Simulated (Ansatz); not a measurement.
# Does disorder add resistance in series? Mg(0001) layers displaced at 300 K

Two lengths of the disordered region are known. What area resistance does the third give?

How it was computed: Ansatz 0.2.0, plane waves with PAW datasets at their recommended cutoffs (420 eV for most), Fermi-Dirac smearing; ballistic transmission by layer matching. The area resistance is RA = A (h/2e²)(1/T − 1/N), with T the zone-mean transmission per spin and N the lead's channels, both averaged over a few energies near the Fermi level; for magnets each spin is taken apart, with h/e², and the two conduct in parallel. Lateral cell 2x2, PBE, a fresh random draw for each length. Atoms are displaced independently, by 0.108 Å r.m.s. per direction; each RA is scaled by the nominal over the drawn mean square displacement.

Results; the value marked ? is to be predicted:

| length (Å) | channels N | RA (fΩ m²) |
| --- | --- | --- |
| 5.21 | 3.734 | 0.0411 |
| 15.6 | 3.766 | 0.0958 |
| 26.1 | 3.703 | ? |

**Estimate by hand.**

Ohm's law makes RA linear in the length: the slope is (0.0958 − 0.0411)/(15.6 − 5.21) = 5.25×10⁻³ fΩ m² per Å, or 5.2 µΩ cm. Then 0.0958 + 5.25×10⁻³ × 10.4. Predicted: 0.150 fΩ m².

What the run gave:

0.218 fΩ m², so the prediction is 31 % too low. The three lengths together give 8.5 µΩ cm. Single draws scatter, and the lead's own channel count shifts by 1.7 % between the runs, which moves RA too; these runs don't part the causes of the miss, and leave the question open.

Caveats: The scatterers repeat sideways with the small cell. The slope is a raw one; a model of isotropic scattering puts it 1.16 times the bulk value over these lengths.
